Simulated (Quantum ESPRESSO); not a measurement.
# V (Im-3m): from the cell to the phonon bands, part 3 of 3

How does V (Im-3m) vibrate, and is this structure a minimum?

Quantum ESPRESSO 7.5; DFT LDA, scalar-relativistic, plane waves, PseudoDojo norm-conserving pseudopotentials.

So far. Step 7 (Phonons on a q mesh): The acoustic modes at Γ come out as far as 2.8 cm⁻¹ from zero, where they should vanish, a small numerical error. The relaxed cell has a = 2.927 Å (conventional setting).

### 9. Interpolated phonon bands (continued)

Matdyn.x, sum rule crystal. The phonon branches at the labelled points (cm⁻¹):

```csv
point,branch 1,branch 2,branch 3
Γ,0,0,0
halfway,137,137,261
H,271,271,271
halfway,173,226,249
N,184,206,227
halfway,91,127,178
Γ,0,0,0
halfway,96,96,227
P,208,208,208
halfway,174,215,215
H,271,271,271
jump to P,208,208,208
halfway,176,198,224
N,184,206,227
```

The phonon branches as a text plot (rows in cm⁻¹):

```
    264 |     **   *****                                 **
    251 |         *   ****                  **          **
    237 |    *  *  *   ** **                  *        *
    224 |        **      *  ***            *   *      * *   *** *
    210 |                 *****                 ****** *   *   **
    197 |   *           *      **         *    * *         ****
    184 |       *            *** *            *   **  *     ** **
    170 |                * **  *         *          **        *
    157 |                 *     * *          *
    143 |      *                   *
    130 |  *                     *      *
    117 |                                   *
    103 |                         *
     90 |                        * *   *   *
     76 |     *                     *     *
     63 | *                              *
     49 |                         * *   *
     36 |                            * *
     23 |                            *
      9 |
     -4 |*                            *
    -18 |    *                     * *
    -31 | *                         *
    -45 |  **
         Γ           H       N        Γ         P        H|P    N
```

Lowest modes at the softest wavevector of the mesh; phase exp(i q.(R + tau)). Modes at q = (0.000, 0.250, 0.000):

```csv
mode,frequency (cm⁻¹)
1,90.6
2,127.1
3,178.2
```

Displacements in mode 1 (90.6 cm⁻¹), the largest set to 1, in the home cell:
```
V1  0.00 1.00 0.00
```

Displacements in mode 3 (178.2 cm⁻¹), the largest set to 1, in the home cell:
```
V1  1.00 0.00 1.00
```

Force constants by pair (phonopy on the run's constants); pairs near half the supercell's span include their periodic images. Pair force constants, by row:

```csv
atom,neighbour,distance (Å),third of the trace (eV/Å²),along the pair's line (eV/Å²)
V1,itself,0,6.678,–
V1,V,2.535,-0.7223,-1.467
V1,V,2.927,-0.1446,-0.6298
V1,V,4.139,0.0129,-0.4368
V1,V,4.853,-0.0456,-0.3264
V1,V,5.069,0.0929,0.6253
V1,V,5.853,0.2175,0.8103
V1,V,6.544,-0.0198,-0.0054
```

Mode patterns, pair constants, displacements and means over the zone were worked out by phonopy from the force constants of q2r.x.

The path dips to 51i cm⁻¹ between the solved wavevectors, whose modes are all real, so the dip may come from the interpolation.

### 10. Density of states

Sums over the zone need many more wavevectors than were solved, so the interpolation is sampled on a dense mesh.

Input file matdyn.in:

```
&input
   asr = 'crystal'
   flfrc = 'x.fc'
   dos = .true.
   fldos = 'x.dos'
   nk1 = 22
   nk2 = 22
   nk3 = 22
   deltaE = 0.3
   la2F = .true.
/
```

Command:

```console
matdyn.x -in matdyn.in > matdyn.out
```

Numbers of over 12 decimals in the logs are rounded to 6 here.

Log:

```text
[banner, memory and clock lines left out]
Program MATDYN v.7.5

 mass for atomic type   1 not given; uses mass from file x.fc
 Norm of the difference between old and new effective charges:    0.000000

 Norm of the difference between old and new force-constants:   6.7485e-06

     Message from routine matdyn:
     Z* not found in file x.fc, TO-LO splitting at q=0 will be absent!
 Norm of the difference between old and new effective charges:    0.000000

 Norm of the difference between old and new force-constants:   1.71906e-06

 Norm of the difference between old and new effective charges:    0.000000

 Norm of the difference between old and new force-constants:   4.80644e-06

 Norm of the difference between old and new effective charges:    0.000000

 Norm of the difference between old and new force-constants:   7.9631e-06

 Norm of the difference between old and new effective charges:    0.000000

 Norm of the difference between old and new force-constants:   1.23733e-05

 Norm of the difference between old and new effective charges:    0.000000

 Norm of the difference between old and new force-constants:   2.10358e-05

 Norm of the difference between old and new effective charges:    0.000000

 Norm of the difference between old and new force-constants:   3.84039e-05

 Norm of the difference between old and new effective charges:    0.000000

 Norm of the difference between old and new force-constants:   6.80285e-05

 Norm of the difference between old and new effective charges:    0.000000

 Norm of the difference between old and new force-constants:   0.0001128

 Norm of the difference between old and new effective charges:    0.000000

 Norm of the difference between old and new force-constants:   0.000175615

 Norm of the difference between old and new effective charges:    0.000000

 Norm of the difference between old and new force-constants:   0.000259693

Note: The following floating-point exceptions are signalling: IEEE_UNDERFLOW_FLAG
```

Run time: 63 s. Hardware: 1 thread of Arm Neoverse V2, shared host.

Numbers from this step:

```
share of modes beyond 3i cm⁻¹ on the dense interpolated mesh : 0.0162
```

The phonon density of states has structure finer than the step of the table below, so its rows give means over 10 cm⁻¹, whole bins alone (the curve runs from -48.8 to 270 cm⁻¹). Peaks (cm⁻¹: height): 171.7: 0.0313, 207.4: 0.0219, 234.7: 0.0361.

Tetrahedra. Table of phonon density of states by wavenumber; means over each step:

```csv
wavenumber (cm⁻¹),phonon density of states (1/cm⁻¹/cell)
-40,0.00104
-30,0.00131
-20,0.00119
-10,9.3e-4
0,9.1e-4
10,9.8e-4
20,0.00116
30,0.00139
40,0.00167
50,0.00220
60,0.00273
70,0.00339
80,0.00403
90,0.00450
100,0.00531
110,0.00624
120,0.00716
130,0.00843
140,0.0101
150,0.0127
160,0.0196
170,0.0280
180,0.0204
190,0.0157
200,0.0164
210,0.0181
220,0.0249
230,0.0339
240,0.0279
250,0.0119
260,0.00475
```

### 11. Summary of results

```json
{"space group after relaxation": "Im-3m", "volume per atom": "12.5 Å³", "q mesh": "4×4×4", "lowest mode on the q mesh (acoustic ones at the zone centre apart)": "90.6 cm⁻¹", "imaginary modes on the q mesh": "none"}
```

What this shows: V (Im-3m) is dynamically stable on the 4×4×4 mesh; its spectrum reaches 271 cm⁻¹. The imaginary part of the path lies between the solved wavevectors, so it may come from the interpolation. These are harmonic frequencies at zero temperature: anharmonic shifts and linewidths and thermal expansion are left out. In a metal the frequencies hang on the k mesh and the smearing, most of all near Kohn anomalies. The runs are without spin polarisation, although the cell has an odd electron count or an open d or f shell, so a magnetic state was not tested. No coupling constant is taken from ph.x, since the sums are unsound here: the spectrum is unstable, unfinished or interpolated from too coarse a mesh.

[Host names and launcher messages were left out of these logs when they were recorded.]

[Logs are printed without paths, hosts, clocks, repeated set-up lines and the standing remarks that a program may print on its own settings, such as how far it seeks lower states.]

[Hosts, paths, dates, database ids (printed as entryN), source tags and the programs' standing remarks are cut or masked in the printed files.]
